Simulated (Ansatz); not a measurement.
## How GaCo (Pm-3m) expands on warming

Wanted: α(T), C_P(T) and B(T) of GaCo in the quasi-harmonic approximation.

Method: DFT LDA, scalar-relativistic, plane waves, PAW, in Ansatz 0.2.0.

## Step 1: The structure

It takes space group Pm-3m (No. 221, cubic). The conventional cell has a = 2.878 Å, b = 2.878 Å, c = 2.878 Å, α = 90.00°, β = 90.00°, γ = 90.00°. Nearest to Ga lie 8 Co at 2.49 Å. Nearest to Co lie 8 Ga at 2.49 Å. Farther neighbours are not listed.

## Step 2: Probe on a coarse mesh

A cheap single point shows whether the cell is a metal or an insulator and how far it is from rest; that sets the k-mesh and the occupations of what follows.

Input file input.yaml:

```yaml
crystal:
  lattice:
    - [2.878, 0.0, 0.0]
    - [0.0, 2.878, 0.0]
    - [0.0, 0.0, 2.878]
  atoms:
    - { symbol: Ga, position: [0.5, 0.5, 0.5] }
    - { symbol: Co, position: [0.0, 0.0, 0.0], spin: 3.0 }
kpoints:
  mp_grid: { grid: [6, 6, 6] }
hamiltonian:
  xc: lda
scf:
  occupations: { method: gaussian, width: 0.1 }
  lower_state_search: "off"
output:
  forces: true
  stress: true
  eigenvalues: true
  populations: true
magnetization:
  spin_polarized: true
```

The run is started by

```bash
> ansatz run input.yaml --threads 8 --pin off --max-ram 16384MiB --backend cpu --events-out ev --progress --plain --runs-dir out
```

Numbers of over 12 decimals in the logs are rounded to 6 here.

Output:

```text
Engine: ansatz 0.2.0, aarch64-unknown-linux-gnu
Pseudopotentials: kind: paw
Pseudopotential: Ga, paw, valence charge 13, recommended cutoff 420 eV (normal), Ga.paw.azcp
Pseudopotential: Co, paw, valence charge 17, recommended cutoff 420 eV (normal), Co.paw.azcp
Functional definition: SPW92
  exchange = slater_x
  correlation = pw_c
Crystal: 2 atoms, lattice volume = 23.838 Å³
Basis set: ecut = 420 eV, 461 PW (Γ)
Bands: 21, of which v1, the nominal top of the filled ones, is band 15 counted from 1 (14 counted from 0)
Symmetry: 48 space group operations
Space group: Pm-3m (ITA 221), of the structure as read, at distance tolerance 2.9e-5 Å
Magnetic group: BNS 221.92 (UNI 1594), of the structure as read, at distance tolerance 2.9e-5 Å
k-points: 20 of 216
Non-local potential: Ga, projectors of the file, l = 0: 2, l = 1: 2, l = 2: 3, l = 3: 1
Non-local potential: Co, projectors of the file, l = 0: 3, l = 1: 2, l = 2: 3, l = 3: 1
PAW form: soft (Blöchl's): semilocal exchange-correlation on the pseudo side does not see the compensation charge
PAW frozen core: Ga, regenerated for the run's functional, and the local potential with it (the file was generated under x = pbe(κ = 0.804, μ = 0.219515), c = pbe(β = 0.066725))
PAW frozen core: Co, regenerated for the run's functional, and the local potential with it (the file was generated under x = pbe(κ = 0.804, μ = 0.219515), c = pbe(β = 0.066725))
PAW one-centre angular grid: Ga, 590 points (default); XC on 64 Gauss nodes
PAW one-centre angular grid: Co, 590 points (default); XC on 64 Gauss nodes
Initial density: superposition of atomic densities (chi_scale 0.1, normalization cell)
Starting moments: Σ|m| = 3 μB on 1 of 2 sites
Initial wavefunctions: pseudopotential atomic-orbital guess
Functional: x = slater, c = lda
SCF iter   1: F=—  HF=-8770.076507 eV  |F-HF|=—  |Δ(HF+E_count)|=         —  Δρ=1.93e-1 (↑1.10e-1 ↓1.93e-1)  dr2=2.55e0  dr2_m=4.88e0  M=1.093 μB ∫|m|=1.338 μB  β_m=0.30  ethr=3.10e-3  ⟨swp⟩=5.8  Hψ=3588  notcnv=0
preconditioner: auto → none  [metal: Δε(μ)=0.014 eV  Ē_g=15.679 eV  σ=0.100 eV  W_gap=0.08  n_scr=6 (ndim 8)  ℏωp=35.7 eV  f_vac=0.000  D(μ)=2.25/eV (n_scr^D=26)  sad-step TF]
SCF iter   2: F=—  HF=-8769.752864 eV  |F-HF|=—  |Δ(HF+E_count)|=   3.24e-1  Δρ=1.43e-1 (↑1.43e-1 ↓1.19e-1)  dr2=3.45e-1  dr2_m=3.67e0  M=1.313 μB ∫|m|=1.580 μB  β_m=0.30  ethr=3.10e-3  ⟨swp⟩=2.5  Hψ=1592  notcnv=0  defer=59
Mixer restart at iter 2: flushing history
spin-set hold released at iteration 2 (the charge has settled, or the pull on large starting moments outlasts its swing): the magnetisation degrees of freedom join the quasi-Newton model from the next iteration; the mixer history was flushed
SCF iter   3: F=—  HF=-8769.872590 eV  |F-HF|=—  |Δ(HF+E_count)|=   1.20e-1  Δρ=1.11e-1 (↑1.11e-1 ↓1.10e-1)  dr2=1.36e-1  dr2_m=2.65e0  M=1.120 μB ∫|m|=1.399 μB  β_m=0.48  ethr=1.15e-3  ⟨swp⟩=2.5  Hψ=1308  notcnv=0  defer=59
SCF iter   4: F=—  HF=-8771.233883 eV  |F-HF|=—  |Δ(HF+E_count)|=    1.36e0  Δρ=1.52e-1 (↑1.52e-1 ↓6.01e-2)  dr2=6.95e0  dr2_m=4.91e-1  M=0.483 μB ∫|m|=0.794 μB  β_m=0.43  ethr=4.54e-4  ⟨swp⟩=3.2  Hψ=1857  notcnv=0  defer=59
SCF iter   5: F=—  HF=-8770.482204 eV  |F-HF|=—  |Δ(HF+E_count)|=   7.52e-1  Δρ=3.24e-2 (↑1.37e-2 ↓3.24e-2)  dr2=1.97e-1  dr2_m=2.79e-2  M=0.249 μB ∫|m|=0.419 μB  β_m=0.44  ethr=4.54e-4  ⟨swp⟩=3.0  Hψ=2081  notcnv=0  defer=58
SCF iter   6: F=—  HF=-8770.427776 eV  |F-HF|=—  |Δ(HF+E_count)|=   5.44e-2  Δρ=9.16e-3 (↑5.54e-3 ↓9.16e-3)  dr2=1.13e-2  dr2_m=7.47e-3  M=0.206 μB ∫|m|=0.325 μB  β_m=0.51  ethr=4.54e-4  ⟨swp⟩=2.1  Hψ=1716  notcnv=0  defer=55
SCF iter   7: F=—  HF=-8770.430031 eV  |F-HF|=—  |Δ(HF+E_count)|=   2.25e-3  Δρ=7.96e-3 (↑2.23e-3 ↓7.96e-3)  dr2=8.58e-3  dr2_m=4.50e-3  M=0.159 μB ∫|m|=0.240 μB  β_m=0.75  ethr=3.76e-5  ⟨swp⟩=2.1  Hψ=1470  notcnv=0  defer=55
SCF iter   8: F=—  HF=-8770.433348 eV  |F-HF|=—  |Δ(HF+E_count)|=   3.32e-3  Δρ=2.50e-3 (↑2.13e-3 ↓2.50e-3)  dr2=1.78e-4  dr2_m=1.12e-3  M=0.090 μB ∫|m|=0.131 μB  β_m=0.88  ethr=2.86e-5  ⟨swp⟩=1.5  Hψ=927  notcnv=0  defer=55
SCF iter   9: F=—  HF=-8770.435163 eV  |F-HF|=—  |Δ(HF+E_count)|=   1.81e-3  Δρ=1.68e-3 (↑1.68e-3 ↓9.82e-4)  dr2=8.80e-4  dr2_m=7.80e-5  M=0.031 μB ∫|m|=0.040 μB  β_m=0.94  ethr=5.94e-7  ⟨swp⟩=2.3  Hψ=1412  notcnv=0  defer=55
SCF iter  10: F=—  HF=-8770.435172 eV  |F-HF|=—  |Δ(HF+E_count)|=   8.93e-6  Δρ=6.10e-4 (↑2.05e-4 ↓6.10e-4)  dr2=2.93e-5  dr2_m=3.41e-5  M=0.014 μB ∫|m|=0.018 μB  β_m=0.97  ethr=5.94e-7  ⟨swp⟩=2.0  Hψ=1443  notcnv=0  defer=55
SCF iter  11: F=—  HF=-8770.435185 eV  |F-HF|=—  |Δ(HF+E_count)|=   1.30e-5  Δρ=1.41e-4 (↑1.41e-4 ↓1.15e-4)  dr2=9.56e-7  dr2_m=3.31e-6  M=0.006 μB ∫|m|=0.008 μB  β_m=0.98  ethr=9.77e-8  ⟨swp⟩=1.5  Hψ=1077  notcnv=0  defer=55
SCF iter  12: F=—  HF=-8770.435190 eV  |F-HF|=—  |Δ(HF+E_count)|=   5.34e-6  Δρ=2.86e-5 (↑2.32e-5 ↓2.86e-5)  dr2=7.38e-9  dr2_m=1.46e-7  M=0.001 μB ∫|m|=0.001 μB  β_m=0.99  ethr=3.33e-10  ⟨swp⟩=7.9  Hψ=4509  notcnv=0
iter 13 did not close the SCF: its close was put off for a magnetic moment that had not settled (scf_convergence_deferred on its scf_iter line)
SCF iter  13: F=-8770.435190 eV  HF=-8770.435190 eV  |F-HF|=1.86e-10  |Δ(HF+E_count)|=   1.33e-7  Δρ=4.00e-6 (↑4.00e-6 ↓2.91e-6)  dr2=3.59e-10  dr2_m=2.50e-9  M=-0.000 μB ∫|m|=0.000 μB  β_m=0.95  ethr=2.46e-11  ⟨swp⟩=4.9  Hψ=3351  notcnv=0
SCF iter  14: F=-8770.435190 eV  HF=-8770.435190 eV  |F-HF|=7.09e-11  |Δ(HF+E_count)|=   2.15e-9  Δρ=2.65e-7 (↑2.23e-7 ↓2.65e-7)  dr2=2.80e-11  dr2_m=1.87e-12  M=0.000 μB ∫|m|=0.000 μB  ethr=1.20e-12  ⟨swp⟩=1.1  Hψ=2416  notcnv=0
WARN: the starting moments were not kept: the SCF closed with an absolute magnetisation of 4.3e-6 μB, where they sum to 3 μB in size (1 site). That is at most 0.1 of that sum. Measured as dr2_m measures the in/out step, that magnetisation stands 3.7e-11 eV from none, at or under the dr2_threshold of 1.0e-7 eV: it is no larger than a step whose dr2_m would equal this threshold. The system may hold no moment; this SCF  [...]
SCF 1 converged in 14 iterations: F = -8770.435190 eV  dr2 = 2.80e-11
  greatest PAW one-centre occupation: 1.002 electrons in one spin orbital (limit 2), on the Co atom at site 1 (counted from 0), in its partial waves of l = 1
SCF converged after 14 iterations
Magnetization: 0.0000 μB (15.0000 up, 15.0000 down)
Absolute magnetization: 0.0000 μB (∫|ρ↑−ρ↓|, with the PAW one-centre terms)
Spin contamination: 0.0000 ħ² per cell (⟨S²⟩ above its minimum at these occupations)
Per-site moments (μB) at R_I (Å): [(-2.4444874156565594e-7, 1.028124), (3.6701130420218135e-6, 1.028124)]
Free energy (F): -8770.435190 eV
Harris-Foulkes:  -8770.435190 eV  (|F-HF|=7.09e-11)
Internal energy: -8770.429914 eV  (E = F + TS)
E sigma→0 (E₀):  -8770.432552 eV
Entropy (-TS):   -0.005276 eV (-2.638 meV/atom)
Fermi energy:    16.461608 eV
--- Per-component energies (eV) ---
  E_band       = -225.537695
  E_kinetic    = 573.829371
  E_local      = -4491.239316  (includes V_loc(G=0)·N_el)
  E_nonlocal   = 891.731376
  E_hartree    = 1987.597619
  E_xc         = -227.324629
  E_vxc        = -264.450363  (∫ρ·V_xc dr)
  E_paw        = -3369.554563  (= ΣΔE_a)
  E_vpaw       = -910.603912  (= ΣTr[D̂ρ^β])
  E_aug_tail   = -0.000094  (compensation charges beyond the density's cutoff)
  E_ewald      = -4137.616408
  E_core_change = 2.146731  (= ΣΔE_core)
  E_smearing   = -0.005276  (= −TS)
  E_closure    = -0.000000  (closes the sum)
  Σ components = -8770.435190   (vs F -8770.435190, Δ=0.00e0)
--- Forces (eV/Å), atoms counted from 1 ---
  atom   1  Ga     0.00000000    -0.00000000    -0.00000000
  atom   2  Co    -0.00000000     0.00000000    -0.00000000
  max |Σ_I F_I| component: 6.84e-30 eV/Å
--- Stress (GPa, compression-positive) ---
      -13.466282       0.000000       0.000000
        0.000000     -13.466282       0.000000
        0.000000       0.000000     -13.466282
  P = ⅓ Tr σ = -13.4663 GPa (-134.663 kbar)
--- Band table (eV; the first three rows and the last of 40) ---
  k-point 0 ↑: bands = [... 11 lower, 13.9175, 15.7773, 15.7773, 15.7773, 21.6300, 21.6300, 21.6300, 27.6171, ... 2 higher]
  k-point 1 ↑: bands = [... 11 lower, 13.9707, 15.4642, 15.4642, 15.7788, 18.9289, 22.5171, 22.5171, 27.7100, ... 2 higher]
  k-point 2 ↑: bands = [... 11 lower, 14.0811, 14.9614, 14.9614, 15.7818, 16.8013, 24.7274, 24.7274, 27.9664, ... 2 higher]
  k-point 19 ↓: bands = [... 11 lower, 12.4062, 16.2573, 16.2573, 16.9613, 20.3805, 20.3805, 20.3805, 21.3191, ... 2 higher]
--- Löwdin populations: 2 sites ---
  site symbol       q [e]    m [muB]
     0     Ga     13.3889    -0.0000
     1     Co     16.4884     0.0000
  spilling = 0.004091 (of n_electrons = 30.000000)
```

Elapsed: 1.5 s, on 8 threads of Arm Neoverse N1, shared host; peak memory 0.29 GiB; 5.1 s of CPU time.

Reading the cycles: dr2 is the Hartree energy of the density residual (eV), the measure of convergence; HF is the Harris–Foulkes estimate of the energy, which meets the free energy F at convergence.

This step gave:

```
pressure          : -13.47 GPa
volume per atom   : 11.92 Å³/atom
gap on the k-mesh : 0 eV
```

The start is under -13 GPa at this level and looks like a metal on this mesh.

## Step 3: A loose first relaxation

The start is far from rest, so a relaxation with loose thresholds first brings it near the minimum.

input.yaml, the sections that differ from step 2:

```yaml
crystal:
  lattice:
    - [2.878, 0.0, 0.0]
    - [0.0, 2.878, 0.0]
    - [0.0, 0.0, 2.878]
  atoms:
    - { symbol: Ga, position: [0.5, 0.5, 0.5] }
    - { symbol: Co, position: [0.0, 0.0, 0.0] }
kpoints:
  mp_grid: { grid: [8, 8, 8] }
output:
  forces: true
  stress: true
  eigenvalues: true
relax:
  adjacent_minimum: "off"
  f_tol: 0.05
  max_steps: 80
  cell: { stress_tol: 0.5 }
# hamiltonian, scf: as in step 2
# magnetization: removed
```

Output:

```text
[...]
Crystal: 2 atoms, lattice volume = 23.838 Å³
Basis set: ecut = 420 eV, 461 PW (Γ)
Bands: 19, of which v1, the nominal top of the filled ones, is band 15 counted from 1 (14 counted from 0)
Symmetry: 48 space group operations
[...]
k-points: 35 of 512
[...]
SCF iter   1: F=—  HF=-8770.432528 eV  |F-HF|=—  |Δ(HF+E_count)|=         —  Δρ=1.81e-2  dr2=3.85e-2  ethr=1.77e-3  ⟨swp⟩=5.1  Hψ=2725  notcnv=0
[...]
SCF iter   6: F=-8770.426792 eV  HF=-8770.426792 eV  |F-HF|=1.24e-9  |Δ(HF+E_count)|=   4.30e-7  Δρ=1.16e-5  dr2=1.02e-8  ethr=3.33e-10  ⟨swp⟩=5.6  Hψ=3096  notcnv=0
SCF 1 converged in 6 iterations: F = -8770.426792 eV  dr2 = 1.02e-8
[...]
relax step   1: F+E_penalty+E_count = -8770.42679186 eV  Δ(F+E_penalty+E_count) = +0.000e0 eV  max|allowed force component| = 1.814e-29 eV/Å  Δτ_max = 0.0000 Å  P = -13.230 GPa  Ω = 23.838 Å³  (6 SCF iters, dr2 threshold 1.00e-7 eV, accepted)
Crystal: 2 atoms, lattice volume = 22.711 Å³
[...]
iter 1 solved again at ethr=8.16e-6 eV; its pass at ethr=3.10e-3 eV (dr2=2.45e-3 eV) is discarded
[...]
SCF iter   6: F=-8770.492492 eV  HF=-8770.492492 eV  |F-HF|=1.70e-9  |Δ(HF+E_count)|=   2.32e-8  Δρ=5.02e-6  dr2=3.48e-9  ethr=6.67e-10  ⟨swp⟩=3.7  Hψ=2621  notcnv=0
SCF 2 converged in 6 iterations: F = -8770.492492 eV  dr2 = 3.48e-9
relax step   2: F+E_penalty+E_count = -8770.49249242 eV  Δ(F+E_penalty+E_count) = -6.570e-2 eV  max|allowed force component| = 1.874e-30 eV/Å  Δτ_max = 0.0000 Å  P = -4.769 GPa  Ω = 22.711 Å³  energy of the carried Pulay correction = +9.504e-4 eV  (6 SCF iters, dr2 threshold 2.00e-7 eV, accepted)
Crystal: 2 atoms, lattice volume = 22.121 Å³
[...]
SCF iter   6: F=-8770.500709 eV  HF=-8770.500709 eV  |F-HF|=1.47e-10  |Δ(HF+E_count)|=   3.65e-9  Δρ=1.82e-6  dr2=3.42e-10  ethr=6.67e-10  ⟨swp⟩=5.0  Hψ=2795  notcnv=0
SCF 3 converged in 6 iterations: F = -8770.500709 eV  dr2 = 3.42e-10
relax step   3: F+E_penalty+E_count = -8770.50070913 eV  Δ(F+E_penalty+E_count) = -8.217e-3 eV  max|allowed force component| = 1.906e-30 eV/Å  Δτ_max = 0.0000 Å  P = +0.720 GPa  Ω = 22.121 Å³  energy of the carried Pulay correction = +1.466e-3 eV  (6 SCF iters, dr2 threshold 2.00e-7 eV, accepted)
[...]
relax step   4: F+E_penalty+E_count = -8770.50080441 eV  Δ(F+E_penalty+E_count) = -9.527e-5 eV  max|allowed force component| = 1.525e-29 eV/Å  Δτ_max = 0.0000 Å  P = -0.031 GPa  Ω = 22.197 Å³  energy of the carried Pulay correction = +1.399e-3 eV  (6 SCF iters, dr2 threshold 2.00e-7 eV, accepted)
[...]
SCF iter   6: F=-8770.499754 eV  HF=-8770.499754 eV  |F-HF|=3.64e-12  |Δ(HF+E_count)|=  6.91e-11  Δρ=2.24e-7  dr2=6.19e-12  ethr=1.15e-12  ⟨swp⟩=2.5  Hψ=2254  notcnv=0
SCF 5 converged in 6 iterations: F = -8770.499754 eV  dr2 = 6.19e-12
relax step   5: F+E_penalty+E_count = -8770.49975391 eV  Δ(F+E_penalty+E_count) = +1.050e-3 eV  max|allowed force component| = 8.677e-30 eV/Å  Δτ_max = 0.0000 Å  P = -0.086 GPa  Ω = 22.197 Å³  stress off target by 8.61e-2 GPa  SCF on the basis re-selected at this cell (its energy is not comparable with the rows above)  (6 SCF iters)
basis re-selected at this cell: Δ(F+E_penalty+E_count) = +1.050e-3 eV, ΔP = -0.055 GPa vs the last step (what re-selecting the basis moved, of the pressure what is left beyond the Pulay correction that the steps carried, after the strain that the cell walked since its last selection, with what the two solves' SCF thresholds leave and, on support functions, any second-order correction that the steps lacked; it is no m [...]
SCF converged after 6 iterations
Free energy (F): -8770.499754 eV
[...]
Internal energy: -8770.492162 eV  (E = F + TS)
E sigma→0 (E₀):  -8770.495958 eV
Entropy (-TS):   -0.007592 eV (-3.796 meV/atom)
Fermi energy:    18.061381 eV
[...]
--- Stress (GPa, compression-positive) ---
       -0.086104      -0.000000      -0.000000
       -0.000000      -0.086104      -0.000000
       -0.000000      -0.000000      -0.086104
  P = ⅓ Tr σ = -0.0861 GPa (-0.861 kbar)
--- Band table (eV; the first three rows and the last of 35) ---
  k-point 0: bands = [... 11 lower, 15.1838, 17.2423, 17.2423, 17.2423, 23.4004, 23.4004, 23.4004, 29.6064]
  k-point 1: bands = [... 11 lower, 15.2146, 17.0279, 17.0279, 17.2420, 21.5413, 23.9559, 23.9559, 29.6440]
  k-point 2: bands = [... 11 lower, 15.2909, 16.5904, 16.5904, 17.2414, 19.1506, 25.4164, 25.4164, 29.7547]
  k-point 34: bands = [... 11 lower, 13.5293, 17.7885, 17.7885, 18.9372, 22.0429, 22.0429, 22.0429, 23.1751]
--- Relaxed structure (4 steps of the walk, 4 accepted, 1 SCFs on fresh bases) ---
  F+E_penalty+E_count = -8770.49975391 eV   max|allowed force component| = 8.677e-30 eV/Å   (the final SCF, on the basis selected at the relaxed cell)
  cell:  # Å, volume = 22.1967 Å³
    - [2.810367, 0, 0]
    - [0, 2.810367, 0.0]
    - [0, 0.0, 2.810367]
  atoms:
    - { symbol: Ga, position: [0.500000, 0.500000, 0.500000] }
    - { symbol: Co, position: [0, 0, 0] }
```

Run time: 2.1 s. Hardware: 8 threads; peak memory 0.33 GiB; 10 s of CPU time.

Relaxation path:

```csv
step,energy less that of the first step (eV),largest force component (eV/Å),pressure (GPa),volume (Å³)
1,0.0000,0.0000,-13.23,23.84
2,-0.0657,0.0000,-4.77,22.71
3,-0.0739,0.0000,0.72,22.12
4,-0.0740,0.0000,-0.03,22.20
5*,-0.0730,0.0000,-0.09,22.20
```

Relaxation steps marked * repeat the geometry before them on a plane-wave basis chosen anew for their cell, so energy and pressure can jump there.

The run keeps the 48 symmetry operations that it works with, so distortions that break them were not tested.

```csv
"conventional cell, symmetrised",before,after,change
a (Å),2.878,2.810,-2.3 %
b (Å),2.878,2.810,-2.3 %
c (Å),2.878,2.810,-2.3 %
volume (Å³/atom),11.92,11.10,-6.9 %
```

The relaxed structure:

```
Ga Co
1.0
     2.81037    0.00000    0.00000
     0.00000    2.81037    0.00000
     0.00000    0.00000    2.81037
Ga Co
1 1
Direct
  0.50000 0.50000 0.50000
  0.00000 0.00000 0.00000
```

Numbers from this step:

* pressure: -0.08610 GPa
* volume per atom: 11.10 Å³/atom

The relaxation ends with a pressure of -0.09 GPa.

(Part 1 of 2 ends here.)

[Logs are printed without paths, hosts, clocks, repeated set-up lines and the standing remarks that a program may print on its own settings, such as how far it seeks lower states.]

[Hosts, paths, dates, database ids (printed as entryN), source tags and the programs' standing remarks are cut or masked in the printed files.]

[A step with changed settings may run another functional than the one named; its input shows which.]
